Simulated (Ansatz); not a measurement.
# Bands, cutoff and cost in G0W0 for YVO4 (I4_1/amd), part 2 of 2

How do accuracy and time trade against each other in G0W0 on YVO4 (I4_1/amd)?

Ansatz 0.2.0; G0W0 on r2SCAN, plane waves, PAW. Known limits of the many-body steps: not at the basis limit; no spin polarisation; d states lean on the start; no spin-orbit coupling; coarse k mesh.

So far. Step 4 (732 empty bands, screening to 160 eV): Against the run with 4×4×4 mesh, 340 empty bands, screening to 96 eV, the gap moves by +0.002 eV.

### 5. Changing the k mesh: 2×2×2 mesh, 340 empty bands, screening to 96 eV

Only the mesh changes. It samples the long-range screening, which converges on its own terms. Bands and cutoff differ from the step before, so it is read against an earlier run that matches them.

Contents of input.yaml:

```yaml
crystal:
  lattice:
    - [-3.55915, 3.55915, 3.14465]
    - [3.55915, -3.55915, 3.14465]
    - [3.55915, 3.55915, -3.14465]
  atoms:
    - { symbol: "Y", position: [0.75, 0.25, 0.5] }
    - { symbol: "Y", position: [0.0, 0.0, 0.0] }
    - { symbol: V, position: [0.5, 0.5, 0.0] }
    - { symbol: V, position: [0.25, 0.75, 0.5] }
    - { symbol: O, position: [0.51, 0.3258, 0.1842] }
    - { symbol: O, position: [0.0758, 0.3916, 0.3158] }
    - { symbol: O, position: [0.1416, 0.3258, 0.8158] }
    - { symbol: O, position: [0.0758, 0.76, 0.6842] }
    - { symbol: O, position: [0.24, 0.9242, 0.3158] }
    - { symbol: O, position: [0.6742, 0.49, 0.8158] }
    - { symbol: O, position: [0.6084, 0.9242, 0.6842] }
    - { symbol: O, position: [0.6742, 0.8584, 0.1842] }
kpoints:
  mp_grid: { grid: [2, 2, 2] }
hamiltonian:
  xc: r2scan
scf:
  occupations: { method: fixed }
gw:
  n_empty_bands: 340
  ecut_chi: 96
  qp_bands: [v4, c4]
  qp_kpoints: band_edges
  screening: { model: contour_deformation }
```

Command:

```console
> ansatz run input.yaml --threads 3 --pin off --max-ram 92160MiB --backend cuda --events-out ev --progress --plain --runs-dir out --devices 1 --max-vram 13GiB
```

Numbers of over 12 decimals in the logs are rounded to 6 here.

Log:

```text
GPUs: using 1 of 1 available (devices: 1).
[...]
concurrent solve slots: 2 of 3 are kept, ahead of what memory takes: no pass of the eigensolver takes more rounds on 2
[...]
GPU FFT provider: cuFFT
GPU libraries: cuBLAS 13.8.2, cuFFT 12.4.0, cuSOLVER 12.3.4
Crystal: 12 atoms, lattice volume = 159.340 Å³
[...]
0    52     10.1658   -16.6269    -5.6389   -24.0886  0.7407    12.0447    11.9886  root
[...]
3    49      9.9731   -16.3800    -6.0921   -24.3001  0.7453    11.8558    11.8012  root
     3    50      9.9731   -16.3800    -6.0921   -24.3001  0.7453    11.8558    11.8012  root
     3    51     10.2168   -16.8872    -5.7840   -24.5142  0.7370    12.1194    12.0599  root
     3    52     10.2168   -16.8872    -5.7840   -24.5142  0.7370    12.1194    12.0599  root
[key lines of the parts left out:]
SCF converged after 9 iterations
Free energy (F): -18121.005906 eV
Fermi energy:    5.905530 eV
```

The job ended after 11 s (1 × NVIDIA H100 80GB HBM3 (shared by 6 runs) with 3 threads of AMD EPYC 7R13 (Zen 3), shared host; peak memory 1.5 GiB; 11 s of CPU time).

This step gave:

- bands summed: 388
- RPA ε∞ on this mesh (eigenvalues): 3.510, 3.510, 4.265
- plane waves in the screening matrix: 349
- G0W0 gap on the mesh: 5.166 eV
- k of the valence top: 0, 0, 0
- k of the conduction bottom: 0, 0, 0
- starting gap on the mesh: 3.320 eV
- least direct G0W0 gap on the computed points: 5.166 eV

Against the run with 4×4×4 mesh, 340 empty bands, screening to 96 eV, the gap moves by +0.008 eV.

### 6. Changing the frequency model: 4×4×4 mesh, 340 empty bands, screening to 96 eV, plasmon pole

A plasmon pole stands in for the full frequency dependence of the screening; this run shows what that costs in accuracy.

Edit input.yaml of step 5 so:

```diff
@@ -19,3 +19,3 @@
 kpoints:
-  mp_grid: { grid: [2, 2, 2] }
+  mp_grid: { grid: [4, 4, 4] }
 hamiltonian:
@@ -29,2 +29,2 @@
   qp_kpoints: band_edges
-  screening: { model: contour_deformation }
+  screening: { model: godby_needs }
```

Log:

```text
GPUs: using 1 of 1 available (devices: 1).
[...]
GPU FFT provider: cuFFT
GPU libraries: cuBLAS 13.8.2, cuFFT 12.4.0, cuSOLVER 12.3.4
Crystal: 12 atoms, lattice volume = 159.340 Å³
Basis set: ecut = 500 eV, 4023 PW (Γ), exchange–correlation on 180×180×180 points (64 copies of the dense FFT grid, shifted against one another)
Bands: 60, of which v1, the nominal top of the filled ones, is band 48 counted from 1 (47 counted from 0)
[...]
0    52     10.1658   -16.6723    -5.4321   -24.0892  0.7752    12.1664    12.1506  root
[...]
10    49      9.6966   -15.5643    -5.5276   -22.9035  0.7873    11.5319    11.5081  root
    10    50      9.9408   -16.2932    -5.9267   -24.1751  0.7832    11.9209    11.8960  root
    10    51     10.0165   -16.2263    -5.7667   -23.9455  0.7847    11.9920    11.9690  root
    10    52     10.2685   -17.0896    -5.5284   -24.6597  0.7745    12.3311    12.3101  root
[key lines of the parts left out:]
SCF converged after 9 iterations
Free energy (F): -18121.012406 eV
Fermi energy:    5.904425 eV
```

Wall time 67 s (1 × NVIDIA H100 80GB HBM3 (shared by 6 runs) with 3 threads); peak memory 3 GiB; 2.2 min of CPU time.

This step gave:

- bands summed: 388
- plasmon-pole fit frequency: 28.82 eV
- RPA ε∞ on this mesh (eigenvalues): 3.498, 3.498, 4.222
- plane waves in the screening matrix: 349
- G0W0 gap on the mesh: 5.201 eV
- k of the valence top: 0, 0, 0
- k of the conduction bottom: 0, 0, 0
- starting gap on the mesh: 3.321 eV
- least direct G0W0 gap on the computed points: 5.201 eV

Against the run with 4×4×4 mesh, 340 empty bands, screening to 96 eV, the gap moves by +0.04 eV.

### 7. Changing the files: 4×4×4 mesh, 340 empty bands, screening to 96 eV, hard PAW files

Other atomic data (hard PAW) test the pseudisation: the cutoff goes from 500 to 1050 eV, with the same valence electrons.

Edit input.yaml of step 6 so:

```diff
@@ -22,2 +22,3 @@
   xc: r2scan
+  pseudopotentials: { kind: paw, source: ansatz }
 scf:
@@ -29,2 +30,2 @@
   qp_kpoints: band_edges
-  screening: { model: godby_needs }
+  screening: { model: contour_deformation }
```

Log:

```text
GPUs: using 1 of 1 available (devices: 1).
[...]
GPU FFT provider: cuFFT
GPU libraries: cuBLAS 13.8.2, cuFFT 12.4.0, cuSOLVER 12.3.4
Crystal: 12 atoms, lattice volume = 159.340 Å³
Basis set: ecut = 1050 eV, 12297 PW (Γ), exchange–correlation on 288×288×288 points (64 copies of the dense FFT grid, shifted against one another)
Bands: 60, of which v1, the nominal top of the filled ones, is band 48 counted from 1 (47 counted from 0)
[...]
0    52     10.2042   -16.6916    -5.6081   -24.1031  0.7412    12.0614    12.0077  root
[...]
10    49      9.7344   -15.5843    -5.6574   -22.9193  0.7530    11.4539    11.4120  root
    10    50      9.9805   -16.3141    -6.0896   -24.1955  0.7467    11.8232    11.7723  root
    10    51     10.0560   -16.2459    -5.9315   -23.9650  0.7481    11.8939    11.8435  root
    10    52     10.3071   -17.1103    -5.7277   -24.6753  0.7357    12.2034    12.1444  root
[key lines of the parts left out:]
SCF converged after 9 iterations
Free energy (F): -18121.983466 eV
Fermi energy:    5.948109 eV
```

Wall time 3.6 min (1 × NVIDIA H100 80GB HBM3 (shared by 6 runs) with 3 threads); peak memory 3.7 GiB; 5.7 min of CPU time.

This step gave:

```
bands summed                                 : 388
RPA ε∞ on this mesh (eigenvalues)            : 3.499, 3.499, 4.224
plane waves in the screening matrix          : 349
G0W0 gap on the mesh                         : 5.133 eV
k of the valence top                         : 0, 0, 0
k of the conduction bottom                   : 0, 0, 0
starting gap on the mesh                     : 3.315 eV
least direct G0W0 gap on the computed points : 5.133 eV
```

Against the run with 4×4×4 mesh, 340 empty bands, screening to 96 eV, the gap moves by −0.02 eV.

### 8. The runs together

Times are wall times on 1 × NVIDIA H100 80GB HBM3 (shared by 6 runs) with 3 threads of AMD EPYC 7R13 (Zen 3), shared host, good to a factor of about two.

| mesh | files | frequency | bands summed | cutoff (eV) | start (eV) | G0W0 (eV) | time | host memory (GiB) |
| --- | --- | --- | --- | --- | --- | --- | --- | --- |
| 4×4×4 | default PAW | contour deformation | 168 | 48 | 3.321 | 5.451 | 20 s | 1.5 |
| 4×4×4 | default PAW | contour deformation | 388 | 96 | 3.321 | 5.158 | 49 s | 2.0 |
| 4×4×4 | default PAW | contour deformation | 780 | 160 | 3.321 | 5.160 | 1.9 min | 3.1 |
| 2×2×2 | default PAW | contour deformation | 388 | 96 | 3.320 | 5.166 | 11 s | 1.5 |
| 4×4×4 | default PAW | plasmon pole | 388 | 96 | 3.321 | 5.201 | 67 s | 3.0 |
| 4×4×4 | hard PAW | contour deformation | 388 | 96 | 3.315 | 5.133 | 3.6 min | 3.7 |

How the two edges are built up, in eV (the quasiparticle level is the starting level plus Σx plus Σc less Vxc):

| run | edge | start | Σx | Σc | Vxc | Z | QP |
| --- | --- | --- | --- | --- | --- | --- | --- |
| 168 bands | valence top | 5.90 | -25.62 | 4.62 | -20.96 | 0.76 | 5.86 |
| 168 bands | conduction bottom | 9.23 | -14.73 | -5.19 | -22.01 | 0.77 | 11.31 |
| 388 bands | valence top | 5.90 | -25.62 | 4.44 | -20.96 | 0.75 | 5.68 |
| 388 bands | conduction bottom | 9.23 | -14.73 | -5.66 | -22.01 | 0.76 | 10.84 |
| 780 bands | valence top | 5.90 | -25.62 | 4.20 | -20.96 | 0.74 | 5.44 |
| 780 bands | conduction bottom | 9.23 | -14.73 | -5.90 | -22.01 | 0.76 | 10.60 |

### 9. Summary of results

```json
{
 "168 bands, 48 eV": "5.451 eV",
 "388 bands, 96 eV": "5.158 eV",
 "780 bands, 160 eV": "5.160 eV",
 "mesh and start": "4×4×4, r2SCAN"
}
```

From 168 to 780 bands the gap moves by −0.29 eV while the time grows 5.7-fold. Σc changes by −0.42 eV at the valence top and −0.71 eV at the conduction bottom, so the levels themselves move more than the gap between them. The gap turns back along the series, so no limit is drawn from it. On the 2×2×2 mesh in place of 4×4×4 the gap differs by +0.01 eV, of which −0.001 eV is already in the start. The plasmon-pole model gives +0.04 eV against contour deformation, 2 % of the correction, and saved no time in this program. Hard PAW files move the gap by −0.02 eV at equal bands and cutoff, −0.01 eV of it in the start. The runs have no spin polarisation. For a closed low-spin shell that is the natural state; where a d or f shell is open it is a constraint, and the gap is then not the crystal's own. With d states at the gap, one-shot GW leans hard on its start. The many-body steps are scalar-relativistic: spin-orbit coupling is not in them.

[Paths, hosts, dates, memory and timing lines, banners, echoed tables and standing remarks are left out of the program output.]

[Logs are printed without paths, hosts, clocks, repeated set-up lines and the standing remarks that a program may print on its own settings, such as how far it seeks lower states.]

[Runs of the session that timed out or met a known fault of the program may be left out.]

[Cells called generated may have been cut or substituted from an entry of the Crystallography Open Database or the Materials Project.]

[Hosts, paths, dates, database ids (printed as entryN), source tags and the programs' standing remarks are cut or masked in the printed files.]
